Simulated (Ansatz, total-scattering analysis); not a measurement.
**From S(Q) to neighbour shells**

The sample: water and urea (24 H2O and 4 urea; N 7.7, C 3.9, O 26.9, H 61.5 atom %) at 320 K, fixed volume (mean pressure 1.1 GPa), ρ₀ = 0.1024 Å⁻³. The data come from ab initio molecular dynamics with Ansatz (PBE, plane waves, PAW default files, Langevin thermostat, no spin, fixed volume, H with the mass of D). The average runs over 0.67 ps of 104 atoms, so shells between rare elements are rough. Mean temperature 330 K, largest m.s.d. 0.39 Å², energy drift -4 meV an atom (last third less first, no steady trend), Langevin friction 10 ps⁻¹; the first quarter of the run is discarded. Start: last frame of a classical run of this cell at the same density and temperature. So short a stretch relaxes bonds and nearest shells but still remembers its start. It is a liquid that moves slowly on the time of the run as far as so short a run tells.

S(Q) is the Faber–Ziman total, Σ ci cj fi fj (Sij − 1)/⟨f⟩² + 1. Below 4 Å⁻¹ the partials are summed on the cell's own reciprocal vectors (from 0.62 Å⁻¹) and folded with a Gaussian of σ = 0.14 Å⁻¹; above it they are transforms of g(r) out to 6.8 Å, tapered over the last 40 %. The fold lowers sharp peaks, and with so few vectors their positions are good to about 0.1 Å⁻¹. X-rays take neutral-atom form factors, neutrons coherent lengths (N 9.36, C 6.6472, O 5.8037, H 6.6681 fm). Hydrogen is taken as deuterium. G(r) = 4πrρ₀[g(r) − 1] carries the resolution of a Lorch-windowed transform up to 20 Å⁻¹. The patterns are simulated, not measured. The cell is small: beyond half the box only the part of each shell inside it is counted, and low-Q values rest on few vectors.

X-ray, Q (Å⁻¹) and value: 0.6 -0.49, 0.9 -0.56, 1.2 -0.10, 1.5 0.36, 1.8 1.85, 2.1 1.59, 2.4 1.08, 2.7 1.22, 3.0 1.26, 3.3 0.98, 3.6 0.64, 3.9 0.50, 4.2 0.62, 4.5 0.88, 4.8 1.07, 5.1 1.16, 5.4 1.13, 5.7 1.06, 6.0 1.03, 6.3 1.03, 6.6 1.03, 6.9 1.05, 7.2 1.08, 7.5 1.06, 7.8 0.93, 8.1 0.83, 8.4 0.84, 8.7 0.93, 9.0 1.00, 9.3 1.04, 9.6 1.06, 9.9 1.06, 10.2 1.04, 10.5 1.00, 10.8 0.99, 11.1 1.02, 11.4 1.07, 11.7 1.09, 12.0 1.06

neutron, Q (Å⁻¹) and value: 0.6 0.29, 0.9 0.25, 1.2 0.60, 1.5 0.93, 1.8 1.66, 2.1 1.61, 2.4 1.35, 2.7 1.02, 3.0 0.79, 3.3 0.76, 3.6 0.90, 3.9 0.92, 4.2 0.85, 4.5 0.76, 4.8 0.74, 5.1 0.79, 5.4 0.84, 5.7 0.90, 6.0 0.99, 6.3 1.07, 6.6 1.08, 6.9 1.05, 7.2 1.05, 7.5 1.09, 7.8 1.13, 8.1 1.15, 8.4 1.15, 8.7 1.12, 9.0 1.07, 9.3 1.02, 9.6 0.97, 9.9 0.95, 10.2 0.93, 10.5 0.91, 10.8 0.89, 11.1 0.88, 11.4 0.89, 11.7 0.92, 12.0 0.96

G(r):

X-ray, r (Å) and value: 0.6 -0.35, 0.7 -0.27, 0.8 -0.14, 0.9 -0.17, 1.0 -0.37, 1.1 -0.19, 1.2 0.74, 1.3 1.43, 1.4 0.77, 1.5 -0.74, 1.6 -1.80, 1.7 -1.96, 1.8 -1.80, 1.9 -1.92, 2.0 -2.17, 2.1 -1.93, 2.2 -1.13, 2.3 -0.73, 2.4 -1.22, 2.5 -1.44, 2.6 -0.28, 2.7 1.31, 2.8 1.76, 2.9 1.05, 3.0 0.15, 3.1 -0.33, 3.2 -0.45, 3.3 -0.41, 3.4 -0.31, 3.5 -0.16, 3.6 0.05, 3.7 0.30, 3.8 0.48, 3.9 0.55, 4.0 0.58, 4.1 0.69, 4.2 0.90, 4.3 1.13, 4.4 1.22, 4.5 1.09, 4.6 0.74, 4.7 0.31, 4.8 0.03, 4.9 -0.03, 5.0 0.01, 5.1 -0.02, 5.2 -0.15, 5.3 -0.39, 5.4 -0.68, 5.5 -0.93, 5.6 -1.04, 5.7 -1.02, 5.8 -0.84, 5.9 -0.47, 6.0 -0.03

neutron, r (Å) and value: 0.6 -0.79, 0.7 -1.05, 0.8 -0.12, 0.9 2.01, 1.0 3.15, 1.1 1.92, 1.2 -0.19, 1.3 -1.05, 1.4 -0.72, 1.5 -0.41, 1.6 -0.44, 1.7 -0.59, 1.8 -0.81, 1.9 -0.98, 2.0 -0.90, 2.1 -0.71, 2.2 -0.57, 2.3 -0.47, 2.4 -0.50, 2.5 -0.69, 2.6 -0.86, 2.7 -0.92, 2.8 -0.89, 2.9 -0.72, 3.0 -0.30, 3.1 0.24, 3.2 0.62, 3.3 0.72, 3.4 0.62, 3.5 0.57, 3.6 0.61, 3.7 0.65, 3.8 0.63, 3.9 0.57, 4.0 0.49, 4.1 0.41, 4.2 0.31, 4.3 0.18, 4.4 -0.01, 4.5 -0.15, 4.6 -0.21, 4.7 -0.20, 4.8 -0.15, 4.9 -0.07, 5.0 0.02, 5.1 0.07, 5.2 0.08, 5.3 0.03, 5.4 -0.05, 5.5 -0.12, 5.6 -0.17, 5.7 -0.18, 5.8 -0.13, 5.9 -0.02, 6.0 0.07

**Question.** Which pairs make the maxima of G(r) below 4.5 Å, and what can the data say of the number of neighbours?

Each pair enters with the weight ci cj fi fj (2 − δij)/⟨f⟩², taking f = Z for X-rays at Q = 0: H–H 0.03 / 0.38; O–O 0.37 / 0.06; O–H 0.21 / 0.29; N–O 0.19 / 0.05; N–H 0.05 / 0.13; C–O 0.08 / 0.02; C–H 0.02 / 0.05; N–N 0.02 / 0.01 (X-ray / neutron).

| radiation | maximum (Å) | G (Å⁻²) | pairs that make it (share of the curvature of G, each pair at the same resolution) |
| --- | --- | --- | --- |
| X-ray | 0.84 | -0.12 | O–H or a ripple of the cut in Q |
| X-ray | 1.31 | 1.44 | N–C 59 %, C–O 41 % |
| X-ray | 1.82 | -1.78 | a ripple of the cut in Q |
| X-ray | 2.29 | -0.73 | N–O 72 %, N–N 28 % |
| X-ray | 2.78 | 1.81 | O–O 86 %, N–O 11 % |
| X-ray | 4.40 | 1.22 | O–O 52 %, C–O 24 %, N–O 21 % |
| neutron | 1.00 | 3.20 | O–H 67 %, N–H 33 % |
| neutron | 1.53 | -0.40 | H–H 86 % |
| neutron | 2.33 | -0.46 | H–H 35 %, N–O 34 %, N–N 30 % |
| neutron | 3.28 | 0.72 | O–H 51 %, N–H 47 % |

The first shell (O–H, 0.99 Å) shares its range with N–H (1.02 Å) and C–O (1.25 Å), so its area is a weighted sum. The maxima can be assigned, but 2 totals can't separate 10 partials, so the counts below come from the model itself.

From the coordinates:

| pair | first peak (Å) | g there | first minimum (Å) | g there | neighbours | kind |
| --- | --- | --- | --- | --- | --- | --- |
| O–H | 0.99 | 24.0 | 1.26 | 0.00 | 1.7 H per O, 0.8 O per H | within molecules |
| N–H | 1.02 | 25.9 | 1.32 | 0.00 | 2.0 H per N, 0.2 N per H | within molecules |
| C–O | 1.25 | 19.7 | 1.60 | 0.00 | 1.0 O per C, 0.1 C per O | within molecules |
| N–C | 1.36 | 108.7 | 1.76 | 0.00 | 1.0 C per N, 2.0 N per C | within molecules |
| C–H | 2.05 | 7.6 | 2.32 | 0.33 | 4.1 H per C, 0.3 C per H | within molecules |
| N–O | 2.29 | 4.6 | 2.54 | 0.03 | 1.0 O per N, 0.3 N per O | within molecules |
| N–N | 2.32 | 17.0 | 2.62 | 0.02 | 1.0 | within molecules |
| O–O | 2.74 | 3.3 | 3.28 | 0.69 | 3.5 | between molecules |

Distances within molecules give the sharpest pair functions, and with hydrogen they rule the neutron S(Q) at high Q: O–H 0.99 Å, N–H 1.02 Å, C–O 1.25 Å, N–C 1.36 Å, C–H 2.05 Å and N–O 2.29 Å (first peaks only). On the last frame 83 % of the H on O, N or F point at an acceptor of another molecule or at an anion within hydrogen-bond range (2.35 Å to O, N, F; 2.85 Å to Cl, Br, I).
